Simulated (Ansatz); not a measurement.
# GaP wire along [110], 6 atoms a period, H-terminated: bands by functional, part 2 of 2

Wanted: the relaxed geometry and the bands of the GaP wire along [110], 6 atoms a period, H-terminated.

Ansatz 0.2.0; DFT PBE, plane waves, PAW; relaxation of a wire's period; PAW set soft_1 (the session's first sound run).

So far. Step 2 (The relaxed wire): The cell's length comes to 3.968 Å with spin left out.

**3. The perfect wire**

This step: DFT PBE, plane waves, PAW; bands of a perfect wire; PAW set soft_1 (Ansatz 0.2.0).

At the relaxed period the bands are computed along the axis; those that cross an energy going forward count the channels that a perfect wire would open there.

Input file input.yaml:

```yaml
crystal:
  lattice:
    - [12.67, 0.0, 0.0]
    - [0.0, 13.276, 0.0]
    - [0.0, 0.0, 3.9681941533]
  atoms:
    - { symbol: P, position: [0.442493963, 0.347789171, 0.0] }
    - { symbol: H, position: [0.528470125, 0.278735925, 0.0] }
    - { symbol: Ga, position: [0.534391173, 0.50001083, 0.0] }
    - { symbol: H, position: [0.323124542, 0.195353548, 0.5] }
    - { symbol: H, position: [0.246493701, 0.391059261, 0.5] }
    - { symbol: H, position: [0.323124542, 0.804668112, 0.5] }
    - { symbol: H, position: [0.246493701, 0.608962399, 0.5] }
    - { symbol: Ga, position: [0.337778587, 0.312231311, 0.5] }
    - { symbol: Ga, position: [0.337778587, 0.687790349, 0.5] }
    - { symbol: P, position: [0.64386051, 0.50001083, 0.5] }
    - { symbol: H, position: [0.716691528, 0.418630057, 0.5] }
    - { symbol: H, position: [0.716691528, 0.581391603, 0.5] }
    - { symbol: P, position: [0.442493963, 0.652232489, 0.0] }
    - { symbol: H, position: [0.528470125, 0.721285735, 0.0] }
kpoints:
  mp_grid: { grid: [1, 1, 21] }
  band_path: { path: ["Γ", Z], npoints: 90 }
scf:
  occupations: { method: fermi_dirac, width: 0.05 }
hamiltonian:
  xc: pbe
  pseudopotentials: { kind: paw, azcp: { folder: soft_1 } }
output:
  dos: { e_range: [-5, 4] }
  write_potential: true
  write_density: true
  volumetric_format: npy
```

Run with:

```bash
> ansatz run input.yaml --threads 4 --pin off --max-ram 16384MiB --backend cpu --events-out ev --progress --plain --runs-dir out
```

Numbers of over 12 decimals in the logs are rounded to 6 here.

The log of the run:

```text
[...]
Crystal: 14 atoms, lattice volume = 667.478 Å³
Basis set: ecut = 420 eV, 13059 PW (Γ)
Bands: 45, of which v1, the nominal top of the filled ones, is band 31 counted from 1 (30 counted from 0)
Symmetry: 4 space group operations
[...]
k-points: 11 of 21
[...]
SCF iter   1: F=—  HF=-13746.485960 eV  |F-HF|=—  |Δ(HF+E_count)|=         —  Δρ=3.69e-2  dr2=8.88e0  ethr=3.10e-3  ⟨swp⟩=10.4  Hψ=2920  notcnv=0  defer=3
[...]
SCF iter  10: F=-13743.549898 eV  HF=-13743.549898 eV  |F-HF|=1.23e-8  |Δ(HF+E_count)|=   8.66e-8  Δρ=1.59e-6  dr2=1.71e-8  ethr=1.61e-10  ⟨swp⟩=16.6  Hψ=2906  notcnv=0
SCF 1 converged in 10 iterations: F = -13743.549898 eV  dr2 = 1.71e-8
[...]
NSCF: frozen V_eff on 91 k-points
WARN: The output density's exchange-correlation potential varies sharply where the density is thin. Do not read a vacuum level from v_tot or v_xc, or from such a field of the output density. On a cell that repeats whose density bears no net charge and no dipole along the vacuum's axis use v_es (v_loc + v_h of the components); under efield.dipole_correction with no amplitude use v_es + v_field, which holds any externa [...]
SCF converged after 10 iterations
Free energy (F): -13743.549898 eV
[...]
Internal energy: -13743.549898 eV  (E = F + TS)
E sigma→0 (E₀):  -13743.549898 eV
Fermi energy:    -2.006862 eV
[...]
--- Band table (eV; the first three rows and the last of 11) ---
  k-point 0: bands = [... 27 lower, -4.2306, -4.0314, -3.4346, -3.3611, -0.6755, 0.1139, 0.2078, 0.8097, ... 10 higher]
  k-point 1: bands = [... 27 lower, -4.2189, -4.0560, -3.5014, -3.4345, -0.5497, 0.1933, 0.3188, 0.8056, ... 10 higher]
  k-point 2: bands = [... 27 lower, -4.2522, -4.1346, -3.6459, -3.5991, -0.2106, 0.3531, 0.5563, 0.8277, ... 10 higher]
  k-point 10: bands = [... 27 lower, -4.6337, -4.4634, -4.4598, -4.3114, 0.1427, 0.5909, 0.6431, 1.0044, ... 10 higher]
```

The job ended after 38 s (4 threads of Intel Xeon Platinum 8259CL at 2.50GHz (Skylake/Cascade Lake), shared host; peak memory 1.9 GiB).

This step gave:

```yaml
band_gap: 2.686 eV
```

Electronic bands along the path, in eV, zero at the Fermi level:

| point | band 28 | band 29 | band 30 | band 31 | band 32 | band 33 | band 34 | band 35 |
| --- | --- | --- | --- | --- | --- | --- | --- | --- |
| Γ | -2.22 | -2.02 | -1.43 | -1.35 | 1.33 | 2.12 | 2.21 | 2.82 |
| halfway | -2.62 | -2.29 | -2.01 | -1.97 | 2.43 | 2.45 | 2.75 | 3.40 |
| Z | -2.63 | -2.47 | -2.46 | -2.31 | 2.14 | 2.61 | 2.66 | 2.99 |

The gap is 2.69 eV, with spin left out.

The path shows a direct gap of 2.69 eV (valence top at Γ, conduction bottom at Γ).

**4. Levels at the same atoms, cutoff 500 eV, k-mesh 1×1×16**

This step: DFT r2SCAN, plane waves, PAW; bands of a perfect wire at the PBE geometry; PAW set soft_1 (Ansatz 0.2.0).

The atoms stay at the PBE geometry and the functional changes. r2SCAN also reads the kinetic-energy density; it often gives larger moments and wider gaps than PBE, at a higher cost. Against the first PBE run of this kind, the cutoff is 500 eV against 420 and the mesh along the wire has 16 points against 21.

Changes to input.yaml since step 3:

```diff
@@ -21,3 +21,3 @@
 kpoints:
-  mp_grid: { grid: [1, 1, 21] }
+  mp_grid: { grid: [1, 1, 16] }
   band_path: { path: ["Γ", Z], npoints: 90 }
@@ -26,8 +26,3 @@
 hamiltonian:
-  xc: pbe
+  xc: r2scan
   pseudopotentials: { kind: paw, azcp: { folder: soft_1 } }
-output:
-  dos: { e_range: [-5, 4] }
-  write_potential: true
-  write_density: true
-  volumetric_format: npy
```

The log of the run:

```text
[...]
Crystal: 14 atoms, lattice volume = 667.478 Å³
Basis set: ecut = 500 eV, 16973 PW (Γ), exchange–correlation on 384×400×120 points (64 copies of the dense FFT grid, shifted against one another)
Bands: 45, of which v1, the nominal top of the filled ones, is band 31 counted from 1 (30 counted from 0)
Symmetry: 4 space group operations
[...]
k-points: 9 of 16
[...]
--- Band table (eV; the first three rows and the last of 9) ---
  k-point 0: bands = [... 27 lower, -4.4559, -4.2793, -3.6594, -3.5842, -0.5686, 0.2818, 0.4648, 1.1447, ... 10 higher]
  k-point 1: bands = [... 27 lower, -4.4530, -4.3257, -3.7701, -3.7056, -0.3474, 0.4063, 0.6737, 1.1207, ... 10 higher]
  k-point 2: bands = [... 27 lower, -4.5664, -4.4655, -3.9663, -3.9343, 0.2109, 0.5832, 1.0098, 1.1647, ... 10 higher]
  k-point 8: bands = [... 27 lower, -4.9394, -4.7515, -4.7444, -4.6127, 0.3342, 0.7321, 0.8350, 1.1850, ... 10 higher]
[key lines of the parts left out:]
SCF converged after 9 iterations
Free energy (F): -13776.582422 eV
Fermi energy:    -2.067704 eV
```

Wall time 72 s (4 threads); peak memory 3.1 GiB.

This step gave:

* band gap: 3.016 eV

The gap is 3.02 eV, against 2.69 eV under PBE at the relaxed period.

**5. Levels at the same atoms, level HSE06, cutoff 420 eV**

This step: DFT HSE06, plane waves, PAW; levels of a perfect wire at the PBE geometry; PAW set soft_1 (Ansatz 0.2.0).

The atoms stay at the PBE geometry and the functional changes. HSE06 mixes in a quarter of short-range exact exchange, which removes part of the self-interaction that closes gaps; it is dear, so the mesh is thinner and no path is run. Against the first PBE run of this kind, the mesh along the wire has 8 points against 21.

Changes to input.yaml since step 4:

```diff
@@ -21,4 +21,3 @@
 kpoints:
-  mp_grid: { grid: [1, 1, 16] }
-  band_path: { path: ["Γ", Z], npoints: 90 }
+  mp_grid: { grid: [1, 1, 8] }
 scf:
@@ -26,3 +25,3 @@
 hamiltonian:
-  xc: r2scan
+  xc: hse06
   pseudopotentials: { kind: paw, azcp: { folder: soft_1 } }
```

The log of the run:

```text
[...]
Crystal: 14 atoms, lattice volume = 667.478 Å³
Basis set: ecut = 420 eV, 13059 PW (Γ)
Bands: 45, of which v1, the nominal top of the filled ones, is band 31 counted from 1 (30 counted from 0)
Symmetry: 4 space group operations
[...]
k-points: 5 of 8
[...]
SCF iter   6: F=-13743.544911 eV  HF=-13743.544926 eV  |F-HF|=1.46e-5  |Δ(HF+E_count)|=   1.16e-4  Δρ=2.17e-4  dr2=1.77e-4  ethr=4.74e-6  ⟨swp⟩=3.0  Hψ=473  notcnv=0
[...]
Fermi energy:    -2.140419 eV
[...]
--- Band table (eV; the first three rows and the last of 5) ---
  k-point 0: bands = [... 27 lower, -4.8534, -4.6552, -3.9957, -3.9106, -0.3786]
  k-point 1: bands = [... 27 lower, -4.9562, -4.8661, -4.3207, -4.2804, 0.4278]
  k-point 2: bands = [... 27 lower, -5.3782, -5.0522, -4.6463, -4.6148, 0.7513]
  k-point 4: bands = [... 27 lower, -5.4320, -5.1802, -5.1698, -5.0896, 0.5600]
  guard bands above this table: 13 of the run's 45 bands. The solve was not asked for them (output.publish_guard_bands: true or output.eigenvalues: true publishes all)
[key lines of the parts left out:]
Free energy (F): -13746.861181 eV
```

The job ended after 97 s (4 threads; peak memory 8 GiB; 6.1 min of CPU time).

This step gave:

| Item | Value |
| --- | --- |
| band gap | 3.532 eV |

The gap is 3.53 eV, against 2.69 eV under PBE at the relaxed period.

**6. With spin-orbit coupling, k-mesh 1×1×13**

This step: DFT PBE, plane waves, fully relativistic PAW; bands of a perfect wire with spin-orbit coupling; PAW set soft_1 (Ansatz 0.2.0).

Spin-orbit coupling mixes the spins and splits bands that cross or touch without it, so it can open or close channels. Fully relativistic datasets take the place of the scalar ones. Against the first PBE run of this kind, the mesh along the wire has 13 points against 21.

Changes to input.yaml since step 5:

```diff
@@ -21,3 +21,4 @@
 kpoints:
-  mp_grid: { grid: [1, 1, 8] }
+  mp_grid: { grid: [1, 1, 13] }
+  band_path: { path: ["Γ", Z], npoints: 90 }
 scf:
@@ -25,3 +26,6 @@
 hamiltonian:
-  xc: hse06
-  pseudopotentials: { kind: paw, azcp: { folder: soft_1 } }
+  xc: pbe
+  pseudopotentials: { kind: paw_fr, azcp: { folder: soft_1 } }
+magnetization:
+  noncollinear: true
+  spin_orbit: true
```

The log of the run:

```text
[...]
non-collinear run that drives no moment, with spin-orbit: no starting moment large enough to seed its density (crystal.atoms[].spin), no starting occupations that ask for one, no magnetisation constraint and no magnetic field, so the semilocal B_xc is pinned to zero
Crystal: 14 atoms, lattice volume = 667.478 Å³
Basis set: ecut = 420 eV, 13059 PW (Γ)
[...]
k-point 0: bands = [... 58 lower, -3.4341, -3.4341, -3.3603, -3.3603, -0.6758, -0.6758, 0.1137, 0.1137, ... 24 higher]
  k-point 1: bands = [... 58 lower, -3.6054, -3.5752, -3.5419, -3.5156, -0.3674, -0.3554, 0.2846, 0.2987, ... 24 higher]
  k-point 2: bands = [... 58 lower, -3.8150, -3.8114, -3.7733, -3.7689, 0.3428, 0.3519, 0.4636, 0.4733, ... 24 higher]
  k-point 6: bands = [... 58 lower, -4.4462, -4.4458, -4.3077, -4.3072, 0.1545, 0.1546, 0.5666, 0.5736, ... 24 higher]
[key lines of the parts left out:]
SCF converged after 10 iterations
Magnetization: |M| = 0.0000 μB,  M = (+0.0000, +0.0000, +0.0000) μB
Free energy (F): -13743.800771 eV
Fermi energy:    -2.011176 eV
```

It took 4.2 min on 4 threads; peak memory 6.2 GiB.

This step gave:

```
band gap : 2.684 eV
```

The gap is 2.68 eV, against 2.69 eV under PBE at the relaxed period, with no moment.

**7. All levels side by side**

Times are for 4 threads of Intel Xeon Platinum 8259CL at 2.50GHz (Skylake/Cascade Lake), shared host. Results by setting:

| no. | run | band gap (eV) | time | memory (GiB) |
| --- | --- | --- | --- | --- |
| 1 | lead | 2.686 | 38 s | 1.9 |
| 2 | levels | 3.016 | 72 s | 3.1 |
| 3 | levels | 3.532 | 97 s | 8.0 |
| 4 | SOC | 2.684 | 4.2 min | 6.2 |

**8. What came out**

| Item | Value |
| --- | --- |
| cell length, PBE | 3.968 Å |
| gap, PBE | 2.69 eV |
| gap, r2SCAN | 3.02 eV |
| gap, HSE06 | 3.53 eV |
| gap, with spin-orbit coupling | 2.68 eV |

In words: Under PBE the cell's length is 3.97 Å, and a gap of 2.69 eV makes it a semiconductor. At the relaxed period the wire is gapped under every functional, from 2.69 eV (PBE) to 3.53 eV (HSE06). Weak screening in one dimension makes quasiparticle gaps larger than the semilocal gaps, as a rule. Plain hydrogen on a compound's surface is a simple closure: it may leave surface states, and facets that end in unlike atoms put a field across the wire, both of which shrink the gap. A hybrid's gap is read on a coarse mesh, without a band path.

[Logs are printed without paths, hosts, clocks, repeated set-up lines and the standing remarks that a program may print on its own settings, such as how far it seeks lower states.]

[Hosts, paths, dates, database ids (printed as entryN), source tags and the programs' standing remarks are cut or masked in the printed files.]
